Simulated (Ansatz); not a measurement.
# AlN (F-43m): the dielectric response against the k mesh, part 2 of 2

Aim: how dense a k mesh do ε∞ and the zone-centre modes of AlN (F-43m) need?

Ansatz 0.2.0; DFT LDA, scalar-relativistic, plane waves, PAW; PAW set soft_1.

So far. Step 3 (Tight relaxation): The forces vanish by symmetry and the pressure is 0.001 GPa, within the tolerances set. The cell now holds 10.23 Å³/atom. The relaxed cell has a = 4.342 Å (conventional setting).

## Step 4: Response on one mesh, 4×4×4

Phonons follow from the second derivative of the energy, found here by linear response.

The response is solved on 4×4×4 k points.

Input file input.yaml:

```yaml
crystal:
  lattice:
    - [0.0, 2.1710445665, 2.1710445665]
    - [2.1710445665, 0.0, 2.1710445665]
    - [2.1710445665, 2.1710445665, 0.0]
  atoms:
    - { symbol: "N", position: [0.25, 0.25, 0.25] }
    - { symbol: Al, position: [0.0, 0.0, 0.0] }
kpoints:
  mp_grid: { grid: [4, 4, 4] }
hamiltonian:
  xc: lda
  pseudopotentials: { kind: paw, azcp: { folder: soft_1 }, xc_functional: pbe }
scf:
  occupations: { method: fixed }
output:
  eigenvalues: true
phonons:
  method: dfpt
  dielectric: true
  rigid_motions: translations
  field_mesh: kpoints
```

The run is started by

```sh
> ansatz run input.yaml --threads 4 --pin off --max-ram 10240MiB --backend cpu --events-out ev --progress --plain --runs-dir out
```

Numbers of over 12 decimals in the logs are rounded to 6 here.

The program printed:

```text
[...]
Crystal: 2 atoms, lattice volume = 20.466 Å³
Basis set: ecut = 420 eV, 411 PW (Γ), exchange–correlation on 48×48×48 points (8 copies of the dense FFT grid, shifted against one another)
Bands: 8, of which v1, the nominal top of the filled ones, is band 4 counted from 1 (3 counted from 0)
Symmetry: 24 space group operations
k-points: 18 of 64 (irreducible under 4 space group operations, time reversal used)
[...]
SCF iter   1: F=—  HF=-891.318482 eV  |F-HF|=—  |Δ(HF+E_count)|=         —  Δρ=1.38e-1  dr2=4.69e0  ethr=3.10e-3  ⟨swp⟩=4.1  Hψ=937  notcnv=0  defer=2
[...]
SCF iter   8: F=-889.773179 eV  HF=-889.773179 eV  |F-HF|=2.27e-13  |Δ(HF+E_count)|=  2.44e-10  Δρ=1.13e-7  dr2=1.07e-12  ethr=1.25e-12  ⟨swp⟩=5.6  Hψ=565  notcnv=0
SCF 1 converged in 8 iterations: F = -889.773179 eV  dr2 = 1.07e-12
[...]
NSCF: frozen V_eff on 1 k-points
DFPT response loops at Γ: preconditioner auto → none (the input reference at scf.mixing.eps_inf says where Resta's filter doesn't serve); β = 0.50; Broyden in place of MSR1
WARN: field response: the 4×4×4 k-mesh looks too coarse for the field response at k = (0.0000, -0.5000, -0.5000), direct gap 5.027 eV: take ε∞, Z* and everything formed from them as unconverged in the mesh. The response there varies over an interband length of 1.20 Å as this mesh's differences read it, which a coarse mesh reads short; the mesh's real-space period, 12.3 Å, is under 14 times that, 16.8 Å: field_mesh: auto, beside no phonons.dynamical_quadrupoles, solves it inside a basis that this mesh spans and, under method: fd, where it gets none, on a denser mesh; else type a denser kpoints.mp_grid, and compare
SCF converged after 8 iterations
Free energy (F): -889.773179 eV
[...]
Internal energy: -889.773179 eV  (E = F + TS)
E sigma→0 (E₀):  -889.773179 eV
Fermi energy:    6.886810 eV
[...]
--- Band table (eV; the first three rows and the last of 18) ---
[...]
--- Phonons (Γ-DFPT): 2 representative perturbations + reference, on 18 of 64 k-points (Σ response iterations 6) ---
  k mesh reduced under 4 symmetry operations, with k and −k counted as one. Each operation leaves every solved perturbation unchanged. A smaller set is not considered because the run solves the response to a homogeneous field
  ASR residual: 8.716e-5 → 0.000e0 eV/Å²; symmetrization residual: 5.262e-8 eV/Å²
  ASR residual per site (eV/Å²): 8.72e-5 1.65e-5
  Γ frequencies (cm⁻¹): 0.00 0.00 0.00 665.39 665.39 665.39
  ε∞ (high-frequency dielectric tensor):
        4.304944     0.000000    -0.000000
       -0.000000     4.304944     0.000000
        0.000000     0.000000     4.304944
  ε⁰ (static dielectric tensor: ions relaxed, cell fixed):
        8.099008     0.000000     0.000000
       -0.000000     8.099008    -0.000000
        0.000000    -0.000000     8.099008
  ε⁰ − ε∞ (ionic part):
        3.794064    -0.000000     0.000000
       -0.000000     3.794064    -0.000000
        0.000000    -0.000000     3.794064
  softest optical mode at Γ: 665.39 cm⁻¹; the repairs (sum rule, projections) moved no ω² at Γ by more than (1.30 cm⁻¹)²
  Born effective charges Z* (e; rows j = field, columns β = displacement):
    site 0:
        -2.53813    0.00000   -0.00000
        -0.00000   -2.53813   -0.00000
        -0.00000   -0.00000   -2.53813
    site 1:
         2.53813   -0.00000    0.00000
         0.00000    2.53813    0.00000
         0.00000    0.00000    2.53813
  Z* charge neutrality: 8.287e-6 e pre-enforcement
  k-mesh period / interband length: 12.3 Å / 1.20 Å = 10.23 at k = (0.0000, -0.5000, -0.5000), direct gap 5.027 eV — UNDER 14: by this measure the k-mesh is too coarse for the response
  optical modes at Γ without the LO–TO term, one row a degenerate level:
      ω (cm⁻¹)  modes    IR ((D/Å)²/amu)
        665.39      3            48.3572
  optical modes at Γ + LO–TO along q̂ = [1.0000, 0.0000, 0.0000]:
      ω (cm⁻¹)  modes    IR ((D/Å)²/amu)
        665.39      2            32.2382
        912.67      1            16.1191
  optical modes at Γ + LO–TO along q̂ = [0.0000, 1.0000, 0.0000]:
      ω (cm⁻¹)  modes    IR ((D/Å)²/amu)
        665.39      2            32.2382
        912.67      1            16.1191
  optical modes at Γ + LO–TO along q̂ = [0.0000, 0.0000, 1.0000]:
      ω (cm⁻¹)  modes    IR ((D/Å)²/amu)
        665.39      2            32.2382
        912.67      1            16.1191
```

Wall time 0.4 s (4 threads of AMD EPYC 9B45 (Zen 5), shared host); peak memory 0.37 GiB.

In the SCF lines HF is the Harris–Foulkes energy and dr2 the Hartree energy of the density residual, in eV; the loop may stop once dr2 is under the threshold and the program's other checks hold. Hψ counts applications of the Hamiltonian.

A gap read on the k-mesh alone can miss the band edges.

This step gave:

```yaml
gap_on_the_k_mesh: 3.219 eV
sum_rule_residual_before_enforcement: 8.72e-5 eV/Å²
miss_of_the_charge_sum_rule: 8.29e-6 e
point_group: -43m
highest_optical_mode_at_the_zone_centre_no_lo_to_term: 665.4 cm⁻¹
lowest_optical_zone_centre_mode: 665.4 cm⁻¹
mean_high_frequency_dielectric_constant: 4.305
largest_born_charge_third_of_the_trace: -2.538 e
mean_static_dielectric_constant: 8.099
top_of_the_zone_centre_spectrum_with_the_field: 912.7 cm⁻¹
```

The optical mode without the LO-TO term lies at 665.4 cm⁻¹.

## Step 5: Response on one mesh, 20×20×20

The response is solved on 20×20×20 k points.

Changes to input.yaml since step 4:

```diff
@@ -9,3 +9,3 @@
 kpoints:
-  mp_grid: { grid: [4, 4, 4] }
+  mp_grid: { grid: [20, 20, 20] }
 hamiltonian:
```

The program printed:

```text
[...]
Crystal: 2 atoms, lattice volume = 20.466 Å³
Basis set: ecut = 420 eV, 411 PW (Γ), exchange–correlation on 48×48×48 points (8 copies of the dense FFT grid, shifted against one another)
Bands: 8, of which v1, the nominal top of the filled ones, is band 4 counted from 1 (3 counted from 0)
Symmetry: 24 space group operations
k-points: 1166 of 8000 (irreducible under 4 space group operations, time reversal used)
[...]
optical modes at Γ + LO–TO along q̂ = [1.0000, 0.0000, 0.0000]:
      ω (cm⁻¹)  modes    IR ((D/Å)²/amu)
[...]
optical modes at Γ + LO–TO along q̂ = [0.0000, 1.0000, 0.0000]:
      ω (cm⁻¹)  modes    IR ((D/Å)²/amu)
        664.98      2            32.3975
        902.26      1            16.1988
  optical modes at Γ + LO–TO along q̂ = [0.0000, 0.0000, 1.0000]:
      ω (cm⁻¹)  modes    IR ((D/Å)²/amu)
        664.98      2            32.3975
        902.26      1            16.1988
[key lines of the parts left out:]
SCF converged after 8 iterations
Free energy (F): -889.811228 eV
Fermi energy:    6.855607 eV
```

Elapsed: 8.5 s, on 4 threads; peak memory 0.94 GiB; 30 s of CPU time.

This step gave:

```
gap on the k-mesh                                       : 3.250 eV
sum-rule residual before enforcement                    : 7.37e-5 eV/Å²
miss of the charge sum rule                             : 8.09e-6 e
highest optical mode at the zone centre (no LO-TO term) : 665.0 cm⁻¹
lowest optical zone-centre mode                         : 665.0 cm⁻¹
mean high-frequency dielectric constant                 : 4.540
largest Born charge (third of the trace)                : -2.544 e
mean static dielectric constant                         : 8.357
top of the zone-centre spectrum with the field          : 902.3 cm⁻¹
```

The optical mode without the LO-TO term lies at 665.0 cm⁻¹.

Between step 4 and this run (k-mesh 20×20×20 and k divisions 20) the value for the mean high-frequency dielectric constant moves from 4.30 to 4.54 (+5 %).

## Step 6: All members side by side

The members are set side by side, also those not shown above.

One cell throughout; the field response is solved on the k mesh of the run itself. The response against the k mesh:

```
k divisions along a1     ε∞     ε0  largest Born charge in size, a third of the trace (e)  top mode with the field, highest of q along x, y and z (cm⁻¹)  mode 4 T2 (cm⁻¹)
                   4  4.305  8.099                                                  2.538                                                          912.7             665.4
                   6   4.49  8.305                                                  2.544                                                          904.5               665
                   8  4.529  8.346                                                  2.544                                                          902.7               665
                  10  4.537  8.355                                                  2.544                                                          902.4               665
                  12  4.539  8.357                                                  2.544                                                          902.3               665
                  14  4.539  8.357                                                  2.544                                                          902.3               665
                  16   4.54  8.357                                                  2.544                                                          902.3               665
                  20   4.54  8.357                                                  2.544                                                          902.3               665
```

## Step 7: What came out

```yaml
members: 8
optical_mode_no_lo_to_term_4_k_divisions: 665.4 cm⁻¹
optical_mode_no_lo_to_term_20_k_divisions: 665.0 cm⁻¹
```

What this shows: ε∞ goes from 4.30 at 4 divisions to 4.54 at 20; from 8 divisions on it stays within 1 % of the last value. The highest mode without the field stays within 1 cm⁻¹ of its last value from 4 divisions on. The top mode with the field moves by -10.4 cm⁻¹ over the series. With bars of 1 % on ε∞ and 1 cm⁻¹ on this mode, ε∞ needs the denser mesh. These are harmonic frequencies at zero temperature: anharmonic shifts, linewidths and thermal expansion are left out. The PAW files were made for PBE; the program adapts parts of them to the functional of the run, but their partial waves stay those of PBE, an approximation that was not tested in this session. Only the zone centre was solved, so an instability at another wavevector cannot show here.

[Logs are printed without paths, hosts, clocks, repeated set-up lines and the standing remarks that a program may print on its own settings, such as how far it seeks lower states.]

[Hosts, paths, dates, database ids (printed as entryN), source tags and the programs' standing remarks are cut or masked in the printed files.]
